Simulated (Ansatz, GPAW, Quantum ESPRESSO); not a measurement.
# The valence band of TiPt3 as photoemission sees it, part 5 of 8

Aim: the valence spectrum of TiPt3 from He I to hard X-rays, and which orbitals make each feature. Spin–orbit coupling is left out of the bands throughout.

Ansatz 0.2.0, Quantum ESPRESSO 7.5 and GPAW 26.7.0; DFT, LDA, plane-wave PAW, default files, scalar-relativistic (the session's first sound run).

So far. Step 3 (With PBEsol): Of the bands kept, 6 cross the Fermi level on this path. Step 5 (Quantum ESPRESSO: self-consistent run): The run ends at a pressure of -6.04 GPa.

The database entry behind the starting cell is an old determination (1943), so it need not match the best structure at ambient conditions.

**7. Projected DOS and spectra**

Level of this step: DFT, LDA, plane waves, ultrasoft GBRV pseudopotentials, scalar-relativistic (Quantum ESPRESSO).

projwfc.x splits the states by atom and shell, which the spectra need, since each shell has its own cross section.

The input, projwfc.in:

```
&projwfc
  prefix = 'pes'
  outdir = './tmp'
  filpdos = 'pes'
  ngauss = 0
  degauss = 0.00735
  DeltaE = 0.05
  Emin = -8.38
  Emax = 33.62
/
```

Command:

```console
$ OMP_NUM_THREADS=1 mpirun -n 4 projwfc.x -nk 4 -in projwfc.in > projwfc.out
```

Output:

```text
[banner, memory and clock lines left out]
Program PROJWFC v.7.5 starts

          URL

     ./tmp/pes.save/

     IMPORTANT: XC functional enforced from input :
     Exchange-correlation= PZ
                           (   1   1   0   0   0   0   0)
     Any further DFT definition will be discarded
     Please, verify this is what you really want

     G-vector sticks info

     Check: negative core charge=   -0.000002

     negative rho (up, down):  5.157E-01 0.000E+00

     Gaussian broadening (read from input): ngauss,degauss=   0    0.007350

     Calling projwave ....

  Problem Sizes
  natomwfc =           46
  nbnd     =           42
  nkstot   =          120
  npwx     =         1743
  nkb      =           72

     Atomic states used for projection
     (read from pseudopotential files):

     state #   1: atom   1 (Pt ), wfc  1 (l=1 m= 1)
     state #   2: atom   1 (Pt ), wfc  1 (l=1 m= 2)
     state #   3: atom   1 (Pt ), wfc  1 (l=1 m= 3)
     state #   4: atom   1 (Pt ), wfc  2 (l=2 m= 1)
     state #   5: atom   1 (Pt ), wfc  2 (l=2 m= 2)
     state #   6: atom   1 (Pt ), wfc  2 (l=2 m= 3)
     state #   7: atom   1 (Pt ), wfc  2 (l=2 m= 4)
     state #   8: atom   1 (Pt ), wfc  2 (l=2 m= 5)
     state #   9: atom   1 (Pt ), wfc  3 (l=0 m= 1)
     state #  10: atom   1 (Pt ), wfc  4 (l=1 m= 1)
     state #  11: atom   1 (Pt ), wfc  4 (l=1 m= 2)
     state #  12: atom   1 (Pt ), wfc  4 (l=1 m= 3)
     state #  13: atom   2 (Pt ), wfc  1 (l=1 m= 1)
     state #  14: atom   2 (Pt ), wfc  1 (l=1 m= 2)
     state #  15: atom   2 (Pt ), wfc  1 (l=1 m= 3)
     state #  16: atom   2 (Pt ), wfc  2 (l=2 m= 1)
[...]
state #  29: atom   3 (Pt ), wfc  2 (l=2 m= 2)
     state #  30: atom   3 (Pt ), wfc  2 (l=2 m= 3)
     state #  31: atom   3 (Pt ), wfc  2 (l=2 m= 4)
     state #  32: atom   3 (Pt ), wfc  2 (l=2 m= 5)
     state #  33: atom   3 (Pt ), wfc  3 (l=0 m= 1)
     state #  34: atom   3 (Pt ), wfc  4 (l=1 m= 1)
     state #  35: atom   3 (Pt ), wfc  4 (l=1 m= 2)
     state #  36: atom   3 (Pt ), wfc  4 (l=1 m= 3)
     state #  37: atom   4 (Ti ), wfc  1 (l=0 m= 1)
     state #  38: atom   4 (Ti ), wfc  2 (l=1 m= 1)
     state #  39: atom   4 (Ti ), wfc  2 (l=1 m= 2)
     state #  40: atom   4 (Ti ), wfc  2 (l=1 m= 3)
     state #  41: atom   4 (Ti ), wfc  3 (l=0 m= 1)
     state #  42: atom   4 (Ti ), wfc  4 (l=2 m= 1)
     state #  43: atom   4 (Ti ), wfc  4 (l=2 m= 2)
     state #  44: atom   4 (Ti ), wfc  4 (l=2 m= 3)
     state #  45: atom   4 (Ti ), wfc  4 (l=2 m= 4)
     state #  46: atom   4 (Ti ), wfc  4 (l=2 m= 5)

 k =   0.0000000000  0.0000000000  0.0000000000
==== e(   1) =   -35.93367 eV ====
     psi = 0.958*[#  37]+0.011*[#   9]+0.011*[#  21]+0.011*[#  33]+0.002*[#   4]
          +0.002*[#  19]+0.002*[#  31]+0.001*[#  41]
    |psi|^2 = 1.000
==== e(   2) =   -31.90958 eV ====
     psi = 0.132*[#   1]+0.132*[#  15]+0.132*[#  26]+0.100*[#   2]+0.100*[#   3]
          +0.100*[#  13]+0.100*[#  14]+0.100*[#  25]+0.100*[#  27]
    |psi|^2 = 1.000
==== e(   3) =   -31.90958 eV ====
     psi = 0.132*[#   1]+0.132*[#  15]+0.132*[#  26]+0.100*[#   2]+0.100*[#   3]
          +0.100*[#  13]+0.100*[#  14]+0.100*[#  25]+0.100*[#  27]
    |psi|^2 = 1.000
==== e(   4) =   -31.90958 eV ====
     psi = 0.132*[#   1]+0.132*[#  15]+0.132*[#  26]+0.100*[#   2]+0.100*[#   3]
          +0.100*[#  13]+0.100*[#  14]+0.100*[#  25]+0.100*[#  27]
    |psi|^2 = 1.000
==== e(   5) =   -31.71983 eV ====
     psi = 0.165*[#   2]+0.165*[#   3]+0.165*[#  13]+0.165*[#  14]+0.165*[#  25]
          +0.165*[#  27]+0.002*[#  11]+0.002*[#  12]+0.002*[#  22]+0.002*[#  23]
          +0.002*[#  34]+0.002*[#  36]
    |psi|^2 = 1.000
==== e(   6) =   -31.71983 eV ====
     psi = 0.165*[#   2]+0.165*[#   3]+0.165*[#  13]+0.165*[#  14]+0.165*[#  25]
          +0.165*[#  27]+0.002*[#  11]+0.002*[#  12]+0.002*[#  22]+0.002*[#  23]
          +0.002*[#  34]+0.002*[#  36]
    |psi|^2 = 1.000
==== e(   7) =   -31.71983 eV ====
     psi = 0.165*[#   2]+0.165*[#   3]+0.165*[#  13]+0.165*[#  14]+0.165*[#  25]
          +0.165*[#  27]+0.002*[#  11]+0.002*[#  12]+0.002*[#  22]+0.002*[#  23]
          +0.002*[#  34]+0.002*[#  36]
    |psi|^2 = 1.000
==== e(   8) =   -31.56131 eV ====
     psi = 0.196*[#   1]+0.196*[#  15]+0.196*[#  26]+0.065*[#   2]+0.065*[#   3]
          +0.065*[#  13]+0.065*[#  14]+0.065*[#  25]+0.065*[#  27]+0.005*[#  10]
          +0.005*[#  24]+0.005*[#  35]+0.002*[#  11]+0.002*[#  12]+0.002*[#  22]
          +0.002*[#  23]+0.002*[#  34]+0.002*[#  36]
    |psi|^2 = 1.000
==== e(   9) =   -31.56131 eV ====
     psi = 0.196*[#   1]+0.196*[#  15]+0.196*[#  26]+0.065*[#   2]+0.065*[#   3]
          +0.065*[#  13]+0.065*[#  14]+0.065*[#  25]+0.065*[#  27]+0.005*[#  10]
          +0.005*[#  24]+0.005*[#  35]+0.002*[#  11]+0.002*[#  12]+0.002*[#  22]
          +0.002*[#  23]+0.002*[#  34]+0.002*[#  36]
    |psi|^2 = 1.000
==== e(  10) =   -31.56131 eV ====
     psi = 0.196*[#   1]+0.196*[#  15]+0.196*[#  26]+0.065*[#   2]+0.065*[#   3]
          +0.065*[#  13]+0.065*[#  14]+0.065*[#  25]+0.065*[#  27]+0.005*[#  10]
          +0.005*[#  24]+0.005*[#  35]+0.002*[#  11]+0.002*[#  12]+0.002*[#  22]
          +0.002*[#  23]+0.002*[#  34]+0.002*[#  36]
    |psi|^2 = 1.000
==== e(  11) =   -12.46871 eV ====
     psi = 0.328*[#  38]+0.328*[#  39]+0.328*[#  40]+0.002*[#  11]+0.002*[#  12]
          +0.002*[#  22]+0.002*[#  23]+0.002*[#  34]+0.002*[#  36]
    |psi|^2 = 1.000
==== e(  12) =   -12.46871 eV ====
     psi = 0.328*[#  38]+0.328*[#  39]+0.328*[#  40]+0.002*[#  11]+0.002*[#  12]
          +0.002*[#  22]+0.002*[#  23]+0.002*[#  34]+0.002*[#  36]
    |psi|^2 = 1.000
==== e(  13) =   -12.46871 eV ====
     psi = 0.328*[#  38]+0.328*[#  39]+0.328*[#  40]+0.002*[#  11]+0.002*[#  12]
          +0.002*[#  22]+0.002*[#  23]+0.002*[#  34]+0.002*[#  36]
    |psi|^2 = 1.000
==== e(  14) =    11.34203 eV ====
     psi = 0.251*[#   9]+0.251*[#  21]+0.251*[#  33]+0.209*[#  41]+0.018*[#  37]
          +0.007*[#   4]+0.005*[#  19]+0.005*[#  31]+0.002*[#  16]+0.002*[#  28]

    |psi|^2 = 1.000
==== e(  15) =    14.18311 eV ====
     psi = 0.312*[#   4]+0.234*[#  19]+0.234*[#  31]+0.078*[#  16]+0.078*[#  28]
          +0.059*[#  41]+0.005*[#  37]
    |psi|^2 = 1.000
==== e(  16) =    14.54427 eV ====
     psi = 0.240*[#   7]+0.185*[#  16]+0.185*[#  28]+0.076*[#  19]+0.076*[#  31]
          +0.069*[#  42]+0.069*[#  45]+0.026*[#   9]+0.026*[#  21]+0.026*[#  33]
          +0.021*[#   4]
    |psi|^2 = 0.999
[...]
+0.069*[#  42]+0.069*[#  45]+0.026*[#   9]+0.026*[#  21]+0.026*[#  33]
          +0.021*[#   4]
[...]
+0.046*[#  18]+0.046*[#  20]+0.046*[#  29]+0.046*[#  32]+0.042*[#  43]
          +0.042*[#  44]+0.042*[#  46]
[...]
+0.042*[#  44]+0.042*[#  46]
[...]
+0.042*[#  44]+0.042*[#  46]
[...]
+0.001*[#  33]
[...]
+0.001*[#  33]
[...]
+0.167*[#  32]
[...]
+0.167*[#  32]
[...]
+0.167*[#  32]
[...]
+0.008*[#  33]
[...]
+0.008*[#  33]
[...]
+0.004*[#  39]+0.004*[#  40]
[...]
+0.004*[#  39]+0.004*[#  40]
[...]
+0.004*[#  39]+0.004*[#  40]
[...]
+0.065*[#  30]
[...]
+0.065*[#  30]
[...]
+0.065*[#  30]
[...]
+0.001*[#   4]
[...]
+0.001*[#   4]
[...]
+0.002*[#  25]+0.002*[#  27]
[...]
+0.002*[#  25]+0.002*[#  27]
[...]
+0.002*[#  25]+0.002*[#  27]
[...]
k =   0.0000000000  0.0000000000  0.0714285714
[...]
+0.002*[#  23]+0.002*[#  31]+0.002*[#  34]+0.002*[#  36]
[...]
+0.100*[#  13]+0.100*[#  14]+0.100*[#  25]+0.100*[#  27]
[...]
+0.100*[#  13]+0.100*[#  14]+0.100*[#  25]+0.100*[#  27]
[...]
+0.100*[#  13]+0.100*[#  14]+0.100*[#  25]+0.100*[#  27]
[...]
+0.001*[#  23]+0.001*[#  34]+0.001*[#  36]
[...]
+0.002*[#  23]+0.002*[#  34]+0.002*[#  36]
[...]
+0.002*[#  23]+0.002*[#  34]+0.002*[#  36]
[...]
+0.002*[#  22]+0.002*[#  23]+0.002*[#  34]+0.002*[#  36]
[...]
+0.002*[#  22]+0.002*[#  23]+0.002*[#  34]+0.002*[#  36]
[...]
+0.002*[#  22]+0.002*[#  23]+0.002*[#  34]+0.002*[#  36]
[...]
+0.004*[#  34]+0.004*[#  36]+0.002*[#  16]+0.002*[#  28]
[...]
+0.021*[#   4]
[...]
+0.021*[#   4]
[...]
+0.002*[#  43]+0.002*[#  44]+0.002*[#  46]
[...]
+0.002*[#  43]+0.002*[#  44]+0.002*[#  46]
[...]
+0.002*[#  38]+0.002*[#  39]+0.002*[#  40]
[...]
+0.015*[#  32]+0.002*[#  38]+0.002*[#  39]+0.002*[#  40]
[...]
+0.015*[#  32]+0.002*[#  38]+0.002*[#  39]+0.002*[#  40]
[...]
+0.003*[#  31]+0.003*[#  41]+0.001*[#   4]
[...]
+0.002*[#  25]+0.002*[#  27]+0.001*[#   7]
[...]
k =   0.0000000000  0.0000000000  0.1428571429
[...]
+0.002*[#  23]+0.002*[#  34]+0.002*[#  36]
[...]
+0.002*[#  23]+0.002*[#  34]+0.002*[#  36]
[...]
+0.011*[#  43]+0.011*[#  44]+0.011*[#  46]
[...]
+0.011*[#  43]+0.011*[#  44]+0.011*[#  46]
[...]
k =   0.0000000000  0.0000000000  0.2142857143
[...]
k =   0.0000000000  0.0000000000  0.2857142857
[...]
k =   0.0000000000  0.0000000000  0.3571428571
[...]
k =   0.0000000000  0.0000000000  0.4285714286
[...]
k =   0.0000000000  0.0000000000 -0.5000000000
[...]
+0.069*[#  46]
[...]
[... cut ...]
*[#  12]
[...]
+0.003*[#  36]
[...]
+0.011*[#  32]
[...]
psi = 0.009*[#  41]
[...]
k =   0.3571428571  0.4285714286  0.4285714286
[...]
+0.004*[#  36]
[...]
+0.001*[#  26]
[...]
+0.009*[#  24]+0.009*[#  35]
[...]
+0.006*[#  25]+0.006*[#  27]
[...]
+0.004*[#  22]+0.004*[#  23]+0.004*[#  34]+0.004*[#  36]
[...]
+0.005*[#  22]+0.005*[#  23]+0.005*[#  34]+0.005*[#  36]
[...]
+0.004*[#  22]+0.004*[#  23]+0.004*[#  34]+0.004*[#  36]
[...]
+0.002*[#  35]+0.001*[#   4]+0.001*[#  19]+0.001*[#  31]
[...]
+0.003*[#  36]+0.001*[#   4]+0.001*[#  19]+0.001*[#  31]
[...]
+0.001*[#  29]+0.001*[#  32]
[...]
+0.051*[#  31]
[...]
+0.001*[#   8]+0.001*[#  17]+0.001*[#  30]+0.001*[#   7]
[...]
+0.002*[#  23]+0.002*[#  34]+0.002*[#  36]
[...]
+0.004*[#  28]+0.004*[#  31]
[...]
+0.001*[#  20]+0.001*[#  29]+0.001*[#  32]
[...]
+0.002*[#   8]+0.002*[#  17]+0.002*[#  30]
[...]
+0.002*[#  21]+0.002*[#  33]
[...]
+0.001*[#   1]+0.001*[#  15]+0.001*[#  26]
[...]
+0.001*[#  14]+0.001*[#  25]+0.001*[#  27]
[...]
+0.001*[#  34]+0.001*[#  36]
[...]
+0.002*[#  38]+0.002*[#  39]+0.002*[#  40]
[...]
+0.002*[#  38]+0.002*[#  39]+0.002*[#  40]
[...]
+0.002*[#  23]+0.002*[#  34]+0.002*[#  36]
[...]
+0.004*[#  45]+0.002*[#   8]+0.002*[#  17]+0.002*[#  30]
[...]
psi = 0.307*[#  42]+0.307*[#  45]+0.045*[#   8]+0.045*[#  17]+0.045*[#  30]
[...]
+0.001*[#  40]
    |psi|^2 = 0.995
==== e(  36) =    23.74271 eV ====
     psi = 0.119*[#  43]+0.119*[#  44]+0.119*[#  46]+0.102*[#  42]+0.102*[#  45]
[...]
+0.002*[#  33]+0.002*[#  41]
    |psi|^2 = 0.996
==== e(  37) =    23.95249 eV ====
     psi = 0.161*[#  42]+0.161*[#  45]+0.042*[#  43]+0.042*[#  44]+0.042*[#  46]
[...]
|psi|^2 = 0.995
==== e(  38) =    27.25530 eV ====
     psi = 0.218*[#   9]+0.218*[#  21]+0.218*[#  33]+0.062*[#  43]+0.062*[#  44]
[...]
+0.005*[#  36]+0.004*[#  41]
    |psi|^2 = 0.997
==== e(  39) =    27.68331 eV ====
     psi = 0.210*[#   9]+0.210*[#  21]+0.210*[#  33]+0.057*[#  43]+0.057*[#  44]
[...]
+0.018*[#  34]+0.018*[#  36]+0.013*[#   5]+0.013*[#   6]+0.013*[#  18]
          +0.013*[#  20]+0.013*[#  29]+0.013*[#  32]+0.002*[#  10]+0.002*[#  24]
          +0.002*[#  35]
    |psi|^2 = 0.995
==== e(  40) =    28.51366 eV ====
     psi = 0.215*[#   9]+0.215*[#  21]+0.215*[#  33]+0.038*[#  43]+0.038*[#  44]
          +0.038*[#  46]+0.032*[#  41]+0.019*[#  10]+0.019*[#  24]+0.019*[#  35]
          +0.012*[#   5]+0.012*[#   6]+0.012*[#  18]+0.012*[#  20]+0.012*[#  29]
          +0.012*[#  32]+0.011*[#  11]+0.011*[#  12]+0.011*[#  22]+0.011*[#  23]
          +0.011*[#  34]+0.011*[#  36]+0.003*[#   8]+0.003*[#  17]+0.003*[#  30]

    |psi|^2 = 0.992
==== e(  41) =    31.27212 eV ====
     psi = 0.807*[#  41]+0.026*[#   8]+0.026*[#  17]+0.026*[#  30]+0.017*[#  37]
          +0.007*[#  11]+0.007*[#  12]+0.007*[#  22]+0.007*[#  23]+0.007*[#  34]
          +0.007*[#  36]+0.006*[#   9]+0.006*[#  21]+0.006*[#  33]
    |psi|^2 = 0.971
==== e(  42) =    35.97414 eV ====
     psi = 0.007*[#  41]
    |psi|^2 = 0.015

 k =   0.3571428571  0.4285714286 -0.5000000000
==== e(   1) =   -35.93222 eV ====
     psi = 0.960*[#  37]+0.005*[#   8]+0.005*[#  17]+0.005*[#  30]+0.004*[#  41]
          +0.003*[#  11]+0.003*[#  12]+0.003*[#  22]+0.003*[#  23]+0.003*[#  34]
          +0.003*[#
```

It took 2.9 s on 4 MPI ranks of Intel Xeon Platinum 8259CL at 2.50GHz (Skylake/Cascade Lake), shared host; 11 s of CPU time.

This step gave:

```yaml
share_of_occupied_states_in_no_projected_shell: 0.0018 of the occupied states in the window
dos_at_the_fermi_level: 1.138 states/eV/cell
```

The DOS has structure finer than the step of the table below, so its rows give means over 0.5 eV, whole bins alone (the curve runs from -11.9 to 10.6 eV). Peaks (eV: height): total -6.32: 6.96, -3.42: 8.56, -2.52: 7.63, 0.48: 8.94; Pt 5d -6.22: 5.43, -4.42: 5.33, -3.42: 7.18, -2.52: 6.6; Ti 3d 0.38: 6.17; Pt 6p -6.62: 0.903, -1.72: 0.900, 7.28: 0.739, 10.38: 1.01; Pt 6s 5.58: 0.717, 6.08: 0.756, 6.68: 0.737, 7.38: 0.661.

* holds the states left over by the projection beside any projected weight of its own. Table of DOS by E, zero at the Fermi level; means over each step; values in states/eV/cell:

| E (eV) | total | Pt 5d | Ti 3d | Pt 6p | Pt 6s | Ti 4s | Ti 4p* |
| --- | --- | --- | --- | --- | --- | --- | --- |
| -11.0 | 0 | 0 | 0 | 0 | 0 | 0 | 0 |
| -10.5 | 0.00622 | 1.2e-4 | 0 | 4.0e-4 | 0.00438 | 0.00132 | 3.5e-6 |
| -10.0 | 0.128 | 0.00268 | 1.4e-5 | 0.0249 | 0.0776 | 0.0228 | 2.6e-4 |
| -9.5 | 0.251 | 0.00720 | 1.4e-4 | 0.0864 | 0.123 | 0.0339 | 0.00106 |
| -9.0 | 0.363 | 0.0177 | 6.0e-4 | 0.156 | 0.150 | 0.0371 | 0.00215 |
| -8.5 | 0.538 | 0.0485 | 0.00205 | 0.250 | 0.194 | 0.0387 | 0.00433 |
| -8.0 | 0.859 | 0.153 | 0.00743 | 0.379 | 0.277 | 0.0330 | 0.00965 |
| -7.5 | 1.53 | 0.671 | 0.0538 | 0.387 | 0.382 | 0.0211 | 0.0122 |
| -7.0 | 2.37 | 1.51 | 0.125 | 0.334 | 0.325 | 0.0685 | 0.00967 |
| -6.5 | 6.25 | 4.46 | 0.317 | 0.754 | 0.512 | 0.181 | 0.0238 |
| -6.0 | 5.63 | 4.73 | 0.236 | 0.365 | 0.188 | 0.0874 | 0.0218 |
| -5.5 | 4.39 | 3.71 | 0.173 | 0.379 | 0.0709 | 0.0402 | 0.0189 |
| -5.0 | 4.78 | 4.09 | 0.176 | 0.432 | 0.0455 | 0.0161 | 0.0239 |
| -4.5 | 6.00 | 5.08 | 0.286 | 0.506 | 0.0809 | 0.0158 | 0.0334 |
| -4.0 | 4.49 | 3.63 | 0.208 | 0.514 | 0.104 | 0.0102 | 0.0256 |
| -3.5 | 7.00 | 5.81 | 0.589 | 0.450 | 0.114 | 0.00908 | 0.0273 |
| -3.0 | 5.61 | 4.59 | 0.511 | 0.391 | 0.0881 | 0.00696 | 0.0142 |
| -2.5 | 5.85 | 4.94 | 0.397 | 0.425 | 0.0645 | 0.00729 | 0.0208 |
| -2.0 | 4.07 | 3.04 | 0.407 | 0.544 | 0.0475 | 0.0246 | 0.0118 |
| -1.5 | 3.43 | 2.21 | 0.484 | 0.643 | 0.0412 | 0.0367 | 0.0131 |
| -1.0 | 1.91 | 1.47 | 0.169 | 0.233 | 0.0183 | 0.00875 | 0.00623 |
| -0.5 | 2.01 | 1.75 | 0.140 | 0.103 | 0.0123 | 0.00240 | 0.00364 |
| 0.0 | 2.14 | 0.794 | 1.13 | 0.186 | 0.0143 | 0.00280 | 0.0111 |
| 0.5 | 7.50 | 1.76 | 5.08 | 0.537 | 0.0569 | 0.0142 | 0.0509 |
| 1.0 | 6.11 | 1.94 | 3.51 | 0.418 | 0.203 | 0.00841 | 0.0349 |
| 1.5 | 3.32 | 0.980 | 1.73 | 0.437 | 0.142 | 0.0101 | 0.0248 |
| 2.0 | 1.38 | 0.311 | 0.764 | 0.245 | 0.0428 | 0.00267 | 0.0134 |
| 2.5 | 0.640 | 0.122 | 0.282 | 0.210 | 0.0179 | 0.00226 | 0.00580 |
| 3.0 | 1.35 | 0.214 | 0.651 | 0.395 | 0.0606 | 0.0209 | 0.0104 |
| 3.5 | 1.47 | 0.239 | 0.525 | 0.546 | 0.119 | 0.0293 | 0.0147 |
| 4.0 | 1.10 | 0.167 | 0.293 | 0.463 | 0.142 | 0.0271 | 0.0115 |
| 4.5 | 1.11 | 0.150 | 0.218 | 0.517 | 0.176 | 0.0322 | 0.0148 |
| 5.0 | 0.782 | 0.0892 | 0.123 | 0.359 | 0.181 | 0.0196 | 0.0109 |
| 5.5 | 1.27 | 0.130 | 0.173 | 0.454 | 0.463 | 0.0372 | 0.0163 |
| 6.0 | 1.31 | 0.114 | 0.153 | 0.431 | 0.559 | 0.0341 | 0.0172 |
| 6.5 | 1.23 | 0.0947 | 0.108 | 0.489 | 0.457 | 0.0524 | 0.0244 |
| 7.0 | 1.13 | 0.0739 | 0.0779 | 0.453 | 0.446 | 0.0571 | 0.0243 |
| 7.5 | 1.39 | 0.0808 | 0.0881 | 0.562 | 0.565 | 0.0613 | 0.0346 |
| 8.0 | 0.938 | 0.0485 | 0.0512 | 0.372 | 0.378 | 0.0620 | 0.0260 |
| 8.5 | 1.14 | 0.0490 | 0.0548 | 0.477 | 0.445 | 0.0710 | 0.0397 |
| 9.0 | 1.24 | 0.0455 | 0.0456 | 0.479 | 0.510 | 0.108 | 0.0561 |
| 9.5 | 1.22 | 0.0476 | 0.0355 | 0.483 | 0.435 | 0.160 | 0.0577 |
| 10.0 | 1.51 | 0.0530 | 0.0563 | 0.676 | 0.421 | 0.220 | 0.0866 |

This run's widths, added to any smearing of the DOS itself: Gaussian 0.35 eV, Lorentzian 0.1 eV plus 0.05 an eV of depth. Table of intensity by binding energy, zero at the Fermi level; values in % of the maximum within 13 eV:

| binding energy (eV) | 21.2 eV | 40.8 eV | 100 eV | 1486.7 eV | 5414.7 eV |
| --- | --- | --- | --- | --- | --- |
| -1 | 1.25 | 1.24 | 1.25 | 1.24 | 1.25 |
| 0 | 11.0 | 10.7 | 12.7 | 9.84 | 9.79 |
| 1 | 31.7 | 31.4 | 32.1 | 31.1 | 31.2 |
| 2 | 61.2 | 60.5 | 62.5 | 59.8 | 59.9 |
| 3 | 88.6 | 88.5 | 88.8 | 88.4 | 88.4 |
| 4 | 73.6 | 73.7 | 70.2 | 75.4 | 75.7 |
| 5 | 72.9 | 73.3 | 68.1 | 75.5 | 75.7 |
| 6 | 75.5 | 75.8 | 71.2 | 78.4 | 79.0 |
| 7 | 34.3 | 33.9 | 33.0 | 35.4 | 36.6 |
| 8 | 7.96 | 7.41 | 7.28 | 8.38 | 9.48 |
| 9 | 2.67 | 2.37 | 2.41 | 2.93 | 3.55 |
| 10 | 1.27 | 1.17 | 1.20 | 1.44 | 1.72 |
| 11 | 0.733 | 0.714 | 0.697 | 0.772 | 0.827 |

Spectra as before, but with a recipe of its own (widths, and in some runs the light), which changes peak heights and what is resolved: Gaussian 0.35 eV, Lorentzian 0.1 eV plus 0.05 times the binding energy, linear light, analyser at 30°, Fermi edge at 300 K; some photon energies differ too.

(Continued in part 6 of 8.)

[Logs are printed without paths, hosts, clocks, repeated set-up lines and the standing remarks that a program may print on its own settings, such as how far it seeks lower states.]

[Hosts, paths, dates, database ids (printed as entryN), source tags and the programs' standing remarks are cut or masked in the printed files.]

[Maps of the electrostatic potential energy from Ansatz leave out the sawtooth potential of an applied field or a dipole correction, so their vacuum need not be flat; work functions include it.]

[Peak lists hold at most the 14 tallest peaks of each spectrum; further lines can be left out.]
